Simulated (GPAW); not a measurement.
# Na/Al(110): work function by functional and basis, part 2 of 4

Wanted: work functions and dipole of Na/Al(110), with the cost of each level.

GPAW 26.7.0; GPAW, PAW setups; slab in vacuum, relaxation (the session's first sound run).

So far, upper work function (eV): step 2 (relaxation) 2.85; step 3 (the slab's potential) 2.85.

**4. Self-consistent run: xc = "revPBE"**

The same geometry under revPBE, to see how far the functional moves the levels against the vacuum.

Input file run.py:

```python
import json
import numpy as np
from ase import Atoms
from gpaw import GPAW, PW

slab = Atoms(
    ['Al', 'Al', 'Al', 'Al', 'Al', 'Na'],
    positions=[
        [0.00000, 0.00000, 9.00000],
        [2.02500, 1.43189, 10.43189],
        [0.00000, 0.00000, 11.86378],
        [2.02500, 1.43189, 13.29349],
        [0.00000, -0.00000, 14.65554],
        [2.02500, 1.43189, 16.71943]],
    cell=[[4.05, 0.0, 0.0], [0.0, 2.86378, 0.0], [0.0, 0.0, 25.43936]],
    pbc=[True, True, False])

slab.calc = GPAW(mode=PW(400), xc='revPBE', kpts={'size': (8, 11, 1), 'gamma': True},
                 occupations={'name': 'fermi-dirac', 'width': 0.1}, nbands='200%',
                 convergence={'density': 1e-05}, maxiter=200,
                 poissonsolver={'dipolelayer': 'xy'},
                 symmetry={'tolerance': 1e-3}, txt='slab.txt')
result = {}
energy = slab.get_potential_energy()
fermi = slab.calc.get_fermi_level()
v = slab.calc.get_electrostatic_potential().mean((0, 1)) - fermi
n = slab.calc.get_pseudo_density().mean((0, 1))
L = slab.cell[2, 2]
z = np.arange(len(v)) * L / len(v)
low, high = slab.positions[:, 2].min(), slab.positions[:, 2].max()
below, above = np.interp([low - 6.8, high + 6.8], z, v)
slopes = [np.interp(x, z, np.gradient(v, z)) for x in (low - 6.8, high + 6.8)]
eps = np.array([[slab.calc.get_eigenvalues(k, s) for k in range(len(slab.calc.get_ibz_k_points()))]
                for s in range(slab.calc.get_number_of_spins())]) - fermi
top, bottom = eps[eps < 0].max(), eps[eps > 0].min()
dipole = slab.get_dipole_moment()[2]
print(f'energy {energy:.4f} eV, Fermi level {fermi:.4f} eV, dipole {dipole:.5f} e A')
print(f'potential 6.8 A off the faces, from the Fermi level: lower {below:.4f} eV, upper {above:.4f} eV')
print(f'slope of the potential there: lower {slopes[0]:.5f}, upper {slopes[1]:.5f} eV/A')
print(f'nearest levels on the mesh: {top:.4f} and {bottom:.4f} eV')
print('magnetic moment', round(slab.get_magnetic_moment(), 3))
result.update(energy=energy, fermi=fermi, dipole=dipole, below=below, above=above, slopes=slopes, edges=[top, bottom],
              z=z.tolist(), v=v.tolist(), n=n.tolist(), positions=slab.positions.tolist(),
              forces=slab.get_forces(apply_constraint=False).tolist(), moments=slab.get_magnetic_moments().tolist())
json.dump(result, open('result.json', 'w'))
```

On the command line:

```
$ OMP_NUM_THREADS=1 OPENBLAS_NUM_THREADS=1 python run.py
```

Output:

```text
energy -17.6376 eV, Fermi level 0.0622 eV, dipole 0.07570 e A
potential 6.8 A off the faces, from the Fermi level: lower 3.9637 eV, upper 2.7819 eV
slope of the potential there: lower -0.00005, upper 0.00025 eV/A
nearest levels on the mesh: -0.0280 and 0.0181 eV
magnetic moment 0.0
```

Run time: 54 s. Hardware: 1 thread of Intel Xeon Platinum 8488C (Sapphire Rapids), shared host; peak memory 0.27 GiB.

Numbers from this step:

| Item | Value |
| --- | --- |
| dipole along the normal | 0.07570 e·Å |
| levels nearest the Fermi level on the mesh | -0.02801, 0.01813 eV from the Fermi level |
| upper work function | 2.782 eV |
| lower work function | 3.964 eV |

The electrostatic potential energy of an electron (without an applied field's), less the Fermi level, planar mean oscillates, so the rows of the table below give means over windows of 1 Å about each position, cut where the curve ends. Its maxima inside the range that stand out by 2 % of the span (Å: eV): 2.4: 3.96, 9.8: -5.09, 11.1: -5.08, 12.6: -5.10, 14.0: -5.70, 15.8: 0.00597. Its minima: 9.0: -9.00, 10.4: -9.36, 11.9: -9.42, 13.2: -9.46, 14.6: -9.18, 16.7: -3.88.

Table of electrostatic potential energy of an electron (without an applied field's), less the Fermi level, planar mean by z; means over each step:

z (Å), electrostatic potential energy of an electron (without an applied field's), less the Fermi level, planar mean (eV) and a bar from the least value:
```
        0       3.74 #############################
        1       3.96 ##############################
        2       3.96 ##############################
        3       3.96 ##############################
        4       3.96 ##############################
        5       3.96 ##############################
        6       3.94 ##############################
        7       3.65 #############################
        8       0.80 ######################
        9      -7.20 #
       10      -6.91 ##
       11      -6.53 ###
       12      -7.78 
       13      -7.43 #
       14      -6.92 ##
       15      -5.61 ######
       16      -0.92 ##################
       17      -2.55 #############
       18       1.20 #######################
       19       2.44 ##########################
       20       2.72 ###########################
       21       2.77 ###########################
       22       2.78 ###########################
       23       2.78 ###########################
       24       2.78 ###########################
       25       2.85 ###########################
```

The pseudo valence density, planar mean oscillates, so the rows of the table below give means over windows of 0.5 Å about each position, cut where the curve ends. Its maxima inside the range that stand out by 2 % of the span (Å: e/Å³): 9.75: 0.200, 11.24: 0.201, 12.51: 0.203, 13.99: 0.208, 16.75: 0.751. Its minima: 10.39: 0.150, 11.87: 0.149, 13.36: 0.156, 15.90: 0.0952.

The pseudo valence density, planar mean by z; means over each step:

```
z (Å)  pseudo valence density, planar mean (e/Å³)
  5.0                                      7.0e-5
  5.5                                      2.3e-4
  6.0                                      8.0e-4
  6.5                                     0.00261
  7.0                                     0.00888
  7.5                                      0.0274
  8.0                                      0.0665
  8.5                                       0.114
  9.0                                       0.129
  9.5                                       0.182
 10.0                                       0.187
 10.5                                       0.163
 11.0                                       0.195
 11.5                                       0.182
 12.0                                       0.166
 12.5                                       0.198
 13.0                                       0.179
 13.5                                       0.176
 14.0                                       0.201
 14.5                                       0.153
 15.0                                       0.133
 15.5                                       0.112
 16.0                                       0.140
 16.5                                       0.522
 17.0                                       0.448
 17.5                                      0.0726
 18.0                                      0.0168
 18.5                                     0.00866
 19.0                                     0.00456
 19.5                                     0.00213
 20.0                                      9.3e-4
 20.5                                      4.1e-4
 21.0                                      1.7e-4
 21.5                                      7.4e-5
```

Force by atom:

```
atom  x (eV/Å)  y (eV/Å)  z (eV/Å)   size
 Al1     0.000     0.000     0.189  0.189
 Al2     0.000     0.000    -0.099  0.099
 Al3     0.000     0.000    -0.157  0.157
 Al4     0.000     0.000     0.012  0.012
 Al5     0.000     0.000    -0.012  0.012
 Na6     0.000     0.000     0.068  0.068
```

The upper face's work function is 2.782 eV, against 2.852 eV in the first plane-wave PBE run at this geometry.

**5. Self-consistent run: xc = "LDA"**

The same geometry under LDA, to see how far the functional moves the levels against the vacuum.

Edit run.py of step 4 so:

```diff
@@ -17,3 +17,3 @@
 
-slab.calc = GPAW(mode=PW(400), xc='revPBE', kpts={'size': (8, 11, 1), 'gamma': True},
+slab.calc = GPAW(mode=PW(400), xc='LDA', kpts={'size': (8, 11, 1), 'gamma': True},
                  occupations={'name': 'fermi-dirac', 'width': 0.1}, nbands='200%',
```

Output:

```text
energy -20.9837 eV, Fermi level -0.1745 eV, dipole 0.07848 e A
potential 6.8 A off the faces, from the Fermi level: lower 4.1904 eV, upper 2.9652 eV
slope of the potential there: lower -0.00004, upper 0.00018 eV/A
nearest levels on the mesh: -0.0257 and 0.0319 eV
magnetic moment 0.0
```

Wall time 45 s (1 thread); peak memory 0.27 GiB.

This step gave:

```yaml
dipole_along_the_normal: 0.07848 e·Å
levels_nearest_the_fermi_level_on_the_mesh: -0.02568, 0.03194 eV from the Fermi level
upper_work_function: 2.965 eV
lower_work_function: 4.190 eV
```

The electrostatic potential energy of an electron (without an applied field's), less the Fermi level, planar mean oscillates, so the rows of the table below give means over windows of 1 Å about each position, cut where the curve ends. Its maxima inside the range that stand out by 2 % of the span (Å: eV): 2.6: 4.19, 9.8: -4.80, 11.1: -4.78, 12.6: -4.81, 14.0: -5.40, 15.8: 0.296. Its minima: 9.0: -8.75, 10.4: -9.09, 11.9: -9.15, 13.2: -9.19, 14.6: -8.91, 16.7: -3.58.

Electrostatic potential energy of an electron (without an applied field's), less the Fermi level, planar mean against z; means over each step:

```
z (Å)  electrostatic potential energy of an electron (without an applied field's), less the Fermi level, planar mean (eV)
    0                                                                                                                3.96
    1                                                                                                                4.19
    2                                                                                                                4.19
    3                                                                                                                4.19
    4                                                                                                                4.19
    5                                                                                                                4.19
    6                                                                                                                4.16
    7                                                                                                                3.87
    8                                                                                                                1.01
    9                                                                                                               -6.95
   10                                                                                                               -6.63
   11                                                                                                               -6.24
   12                                                                                                               -7.50
   13                                                                                                               -7.15
   14                                                                                                               -6.63
   15                                                                                                               -5.33
   16                                                                                                              -0.627
   17                                                                                                               -2.25
   18                                                                                                                1.47
   19                                                                                                                2.65
   20                                                                                                                2.91
   21                                                                                                                2.96
   22                                                                                                                2.96
   23                                                                                                                2.97
   24                                                                                                                2.97
   25                                                                                                                3.04
```

The upper face's work function is 2.965 eV, against 2.852 eV in the first plane-wave PBE run at this geometry.

**6. Self-consistent run: xc = "RPBE"**

The same geometry under RPBE, to see how far the functional moves the levels against the vacuum.

Edit run.py of step 5 so:

```diff
@@ -17,3 +17,3 @@
 
-slab.calc = GPAW(mode=PW(400), xc='LDA', kpts={'size': (8, 11, 1), 'gamma': True},
+slab.calc = GPAW(mode=PW(400), xc='RPBE', kpts={'size': (8, 11, 1), 'gamma': True},
                  occupations={'name': 'fermi-dirac', 'width': 0.1}, nbands='200%',
```

Output:

```text
energy -17.4651 eV, Fermi level 0.0695 eV, dipole 0.07559 e A
potential 6.8 A off the faces, from the Fermi level: lower 3.9644 eV, upper 2.7843 eV
slope of the potential there: lower -0.00005, upper 0.00025 eV/A
nearest levels on the mesh: -0.0280 and 0.0167 eV
magnetic moment 0.0
```

Elapsed: 52 s, on 1 thread; peak memory 0.27 GiB.

This step gave:

```yaml
dipole_along_the_normal: 0.07559 e·Å
levels_nearest_the_fermi_level_on_the_mesh: -0.02798, 0.01675 eV from the Fermi level
upper_work_function: 2.784 eV
lower_work_function: 3.964 eV
```

The electrostatic potential energy of an electron (without an applied field's), less the Fermi level, planar mean oscillates, so the rows of the table below give means over windows of 1 Å about each position, cut where the curve ends. Its maxima inside the range that stand out by 2 % of the span (Å: eV): 2.4: 3.96, 9.8: -5.11, 11.1: -5.10, 12.6: -5.13, 14.0: -5.72, 15.8: -0.00904. Its minima: 9.0: -9.02, 10.4: -9.38, 11.9: -9.44, 13.2: -9.48, 14.6: -9.20, 16.7: -3.89.

The electrostatic potential energy of an electron (without an applied field's), less the Fermi level, planar mean by z; means over each step:

```
z (Å)  electrostatic potential energy of an electron (without an applied field's), less the Fermi level, planar mean (eV)
    0                                                                                                                3.74
    1                                                                                                                3.96
    2                                                                                                                3.96
    3                                                                                                                3.96
    4                                                                                                                3.96
    5                                                                                                                3.96
    6                                                                                                                3.93
    7                                                                                                                3.64
    8                                                                                                               0.782
    9                                                                                                               -7.22
   10                                                                                                               -6.93
   11                                                                                                               -6.55
   12                                                                                                               -7.80
   13                                                                                                               -7.45
   14                                                                                                               -6.94
   15                                                                                                               -5.62
   16                                                                                                              -0.936
   17                                                                                                               -2.56
   18                                                                                                                1.20
   19                                                                                                                2.44
   20                                                                                                                2.72
   21                                                                                                                2.77
   22                                                                                                                2.78
   23                                                                                                                2.78
   24                                                                                                                2.78
   25                                                                                                                2.85
```

The upper face's work function is 2.784 eV, against 2.852 eV in the first plane-wave PBE run at this geometry.

(Part 2 of 4 ends here.)

[Logs are printed without paths, hosts, clocks, repeated set-up lines and the standing remarks that a program may print on its own settings, such as how far it seeks lower states.]

[Hosts, paths, dates, database ids (printed as entryN), source tags and the programs' standing remarks are cut or masked in the printed files.]
